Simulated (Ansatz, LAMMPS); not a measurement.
# Forces and charges in liquid mixture of sulfolane and H2O at 260 K (192 atoms), part 2 of 2

What does DFT give for liquid mixture of sulfolane and H2O at 260 K (192 atoms) as built?

Ansatz 0.2.0; Kohn-Sham DFT, PBEsol, PAW (set soft_2), plane waves.

The cell: 28 O, 12 S, 48 C and 104 H. The network of contacts between molecules at the start is that of the classical potential that made the cell. The functional has no dispersion term. The density was typed from a rule of thumb and may lie off the real one at this temperature. Sampling is at Γ alone, for a cell whose shortest periodic width is 13 Å.

So far: The structure; Making the structure; Plane-wave single point.

## 3. Plane-wave single point (continued)

Electrostatic potential energy in the ac plane at fractional y = 0.001, with atoms of H and S and O and C within 0.2 Å of it. With pseudopotentials it is smooth inside the atoms' cores, unlike the true potential.

Ten even steps from '0' (-41 eV) to '9' (6 eV), each cell a mean:
```
99998755789999999876540599998789999
99986100268999999999986899998789999
99986011011279999999999999999999999
99998522410169999999999999999999999
99999888886799999999999999998899999
99999999999999998888899999985579999
99999999999999972135799999985579999
99999999999999950017899999998899999
99999999999999985358999999999999999
99999998789999984016899999999999999
99998886159999641004888899999999999
99831622689999536568899999999999999
99976744789999999999999999999999999
99999874368999999999999999999999999
99999850028899999999999999999999999
99999974468999999999999999999999899
99999999999999999999999999999888999
99999999999998887789999999973588999
99999999999972132368889999985699999
99999999999983232355226899999999999
99999999999999887772003899999999999
99866887338999999886347999999999999
99843524458999999862148999999999999
99998634799999999850027999999999999
```
Columns run along a (12.5 Å; values clipped at the 3rd and 97th percentile), rows up along c (12.5 Å). Atoms in or near the plane, at fractional coordinates: H at (0.11, 0.50), H at (0.24, 0.56), H at (0.81, 0.25), S at (0.19, 0.90), O at (0.30, 0.86), H at (0.11, 0.07), H at (0.25, 0.08), C at (0.59, 0.14), C at (0.57, 0.02), H at (0.63, 0.97), C at (0.49, 0.69), C at (0.50, 0.57), H at (0.43, 0.53).

Mean intrinsic-atomic-orbital charges: C -0.45, H +0.21, O -0.90, S +2.05 e. The largest share in the top eV of filled states is O p (71 % of the projected weight), and in the lowest eV of empty states H s (33 % of the projected weight).

## 4. Structure statistics

Bonds and neighbours are counted at the geometry of the runs.

Density 1.28 g/cm³, 10.19 Å³ an atom.

Pair distribution functions g(r), in bins of 0.2 Å:

| r (Å) | total | H-H | H-C | H-O | H-S | C-C | C-O |
| --- | --- | --- | --- | --- | --- | --- | --- |
| 0.90 | 0.22 | 0.00 | 0.00 | 1.41 | 0.00 | 0.00 | 0.00 |
| 1.10 | 3.54 | 0.00 | 12.66 | 0.77 | 0.00 | 0.00 | 0.00 |
| 1.30 | 0.00 | 0.00 | 0.00 | 0.00 | 0.00 | 0.00 | 0.00 |
| 1.50 | 1.18 | 0.00 | 0.00 | 0.22 | 0.00 | 10.66 | 0.00 |
| 1.70 | 0.76 | 1.49 | 0.00 | 0.29 | 0.00 | 0.00 | 0.00 |
| 1.90 | 0.36 | 0.97 | 0.00 | 0.14 | 0.00 | 0.00 | 0.00 |
| 2.10 | 1.08 | 0.13 | 3.83 | 0.07 | 0.00 | 0.00 | 0.00 |
| 2.30 | 1.05 | 1.30 | 1.03 | 0.19 | 4.27 | 1.10 | 0.00 |
| 2.50 | 1.26 | 1.75 | 0.17 | 1.56 | 1.15 | 1.78 | 1.32 |
| 2.70 | 1.29 | 1.25 | 0.70 | 2.15 | 0.33 | 1.06 | 2.77 |
| 2.90 | 0.69 | 0.88 | 0.35 | 1.33 | 1.42 | 0.00 | 0.13 |
| 3.10 | 0.76 | 0.96 | 0.60 | 1.14 | 0.86 | 0.00 | 0.76 |
| 3.30 | 0.98 | 0.79 | 1.23 | 1.66 | 0.56 | 0.00 | 1.54 |
| 3.50 | 1.09 | 0.85 | 1.20 | 1.24 | 1.72 | 0.05 | 2.40 |
| 3.70 | 0.93 | 1.05 | 0.81 | 0.80 | 1.16 | 0.34 | 1.83 |
| 3.90 | 0.88 | 1.04 | 0.83 | 0.73 | 1.39 | 0.43 | 0.96 |
| 4.10 | 0.90 | 0.96 | 0.95 | 1.06 | 0.89 | 0.68 | 0.72 |
| 4.30 | 0.96 | 0.96 | 0.91 | 1.13 | 1.07 | 1.10 | 0.78 |
| 4.50 | 0.91 | 0.84 | 0.82 | 1.26 | 0.53 | 0.77 | 1.06 |
| 4.70 | 0.92 | 0.92 | 0.90 | 0.81 | 0.84 | 0.92 | 0.87 |
| 4.90 | 0.97 | 0.91 | 0.93 | 0.96 | 0.96 | 1.15 | 1.19 |
| 5.10 | 1.04 | 1.00 | 0.95 | 1.08 | 0.98 | 1.29 | 1.11 |
| 5.30 | 1.01 | 0.97 | 1.12 | 0.83 | 1.14 | 1.03 | 1.02 |
| 5.50 | 1.06 | 0.98 | 1.04 | 1.09 | 1.05 | 1.45 | 0.81 |
| 5.70 | 1.10 | 1.08 | 1.16 | 1.05 | 1.12 | 1.10 | 0.95 |
| 5.90 | 1.08 | 1.06 | 1.14 | 0.91 | 0.92 | 1.36 | 1.01 |
| 6.10 | 1.08 | 1.05 | 1.06 | 1.14 | 1.19 | 1.09 | 1.00 |

Bonds by pair of elements; cutoffs follow the first minimum of g(r), held within bounds set by covalent radii, and pairs that aren't listed don't count as bonded:

| pair A-B | cutoff (Å) | bonds | mean length (Å) | spread (Å) | shortest (Å) | B about A | A about B |
| --- | --- | --- | --- | --- | --- | --- | --- |
| H-C | 1.34 | 96 | 1.09 | 0.025 | 1.02 | 0.923 | 2 |
| H-O | 1.21 | 8 | 1 | 0 | 1 | 0.077 | 0.286 |
| C-C | 1.85 | 36 | 1.51 | 0.033 | 1.43 | 1.5 | 1.5 |
| C-S | 2.21 | 24 | 1.77 | 0.034 | 1.72 | 0.5 | 2 |
| O-S | 1.88 | 24 | 1.45 | 0.016 | 1.41 | 0.857 | 2 |

How many atoms have how many bonded neighbours:

| element | mean | 1 | 2 | 4 |
| --- | --- | --- | --- | --- |
| C | 4 | 0 | 0 | 48 |
| H | 1 | 104 | 0 | 0 |
| O | 1.14 | 24 | 4 | 0 |
| S | 4 | 0 | 0 | 12 |

Bond angles (no mean is given where the spread exceeds 20°):

| angle | count | mean (°) | spread (°) |
| --- | --- | --- | --- |
| C-C-H | 144 | 111 | 3.8 |
| H-C-H | 48 | 110 | 4.9 |
| H-C-S | 48 | 109 | 4.3 |
| C-S-O | 48 | 109 | 2.8 |
| C-C-C | 24 | 106 | 2.2 |

Bond length by coordination (bonds to H left out):

| element | coordination | atoms | mean bond length (Å) |
| --- | --- | --- | --- |
| O | 1 | 24 | 1.45 |

Rings of the network by King's shortest-path rule, up to 12 atoms, one path for each pair of neighbours; H, halogens, alkali and alkaline-earth atoms are left out, and the last column divides by all other atoms, bonded or not:

| ring size (atoms) | rings | per network atom |
| --- | --- | --- |
| 5 | 12 | 0.136 |

Counting bonds as in the table, all C atoms have 4, all H atoms have 1, 86 % of O atoms have 1 and all S atoms have 4 bonded neighbours. The C-C-H angle averages 111° with a spread of 4°. All rings counted have 5 atoms.

Local excerpt of 11 atoms (numbers count through the whole input) about C124, which bears the longest force; x, y, z are measured from there.

| atom | x | y | z | distance (Å) | bonds | intrinsic-atomic-orbital charge (e) | Fx | Fy | Fz (eV/Å) |
| --- | --- | --- | --- | --- | --- | --- | --- | --- | --- |
| C124 | 0.00 | 0.00 | 0.00 | 0.00 | 4 | -0.57 | 3.25 | 0.40 | 1.34 |
| H129 | -0.49 | -0.12 | -0.95 | 1.07 | 1 | 0.22 | -0.42 | -0.34 | -0.59 |
| H128 | 0.62 | -0.88 | 0.40 | 1.14 | 1 | 0.20 | -0.71 | 0.77 | -0.96 |
| C125 | 0.90 | 1.28 | 0.11 | 1.57 | 4 | -0.33 | -0.97 | -1.06 | 0.24 |
| S122 | -1.09 | 0.31 | 1.29 | 1.72 | 4 | 2.09 | -2.03 | -0.86 | -0.35 |
| H131 | 1.87 | 1.06 | -0.25 | 2.16 | 1 | 0.19 | 1.46 | -0.08 | -1.23 |
| H130 | 0.37 | 2.10 | -0.34 | 2.16 | 1 | 0.17 | 0.11 | 0.40 | -0.82 |
| C126 | 1.01 | 1.64 | 1.56 | 2.48 | 4 | -0.32 | 1.31 | -0.09 | -0.37 |
| O123 | -2.36 | 0.61 | 0.64 | 2.52 | 1 | -0.94 | -0.62 | 0.14 | 0.54 |
| O121 | -0.98 | -0.75 | 2.26 | 2.58 | 1 | -0.92 | -0.36 | -0.76 | 0.74 |
| C127 | -0.38 | 1.74 | 1.98 | 2.66 | 4 | -0.60 | -0.12 | 0.52 | 0.18 |

The column of bonds counts only the pairs H-C within 1.34 Å, H-O within 1.21 Å, C-C within 1.85 Å, C-S within 2.21 Å, O-S within 1.88 Å; other neighbours, such as metal atoms beside each other in a compound, aren't counted, and periodic images can show an atom twice.

## 5. Results

| Item | Value |
| --- | --- |
| free energy per atom | -207.2237 eV/atom |
| pressure | 3.634 GPa |
| r.m.s. force component | 0.7772 eV/Å |
| gap (highest filled to lowest empty level) | 4.946 eV |
| wall time of the 1 DFT run | 20 s |

In words: Between filled and empty levels lie 4.95 eV (at Γ alone); a semilocal functional tends to put such gaps too low. In a disordered cell it changes from sample to sample and from frame to frame. Counting bonds as in the table, all C atoms have 4, all H atoms have 1, 86 % of O atoms have 1 and all S atoms have 4 bonded neighbours.

**Limits.** The force components of 0.78 eV/Å r.m.s. reflect the temperature of the frame as well as the gap between the generating potential and DFT, above all in bond lengths inside molecules. The pressure of 3.6 GPa is that of one thermal frame, in which the classical model's bond lengths enter as well as the volume, without the kinetic term and with the strain of bonds inside molecules.

[Logs are printed without paths, hosts, clocks, repeated set-up lines and the standing remarks that a program may print on its own settings, such as how far it seeks lower states.]

[Hosts, paths, dates, database ids (printed as entryN), source tags and the programs' standing remarks are cut or masked in the printed files.]
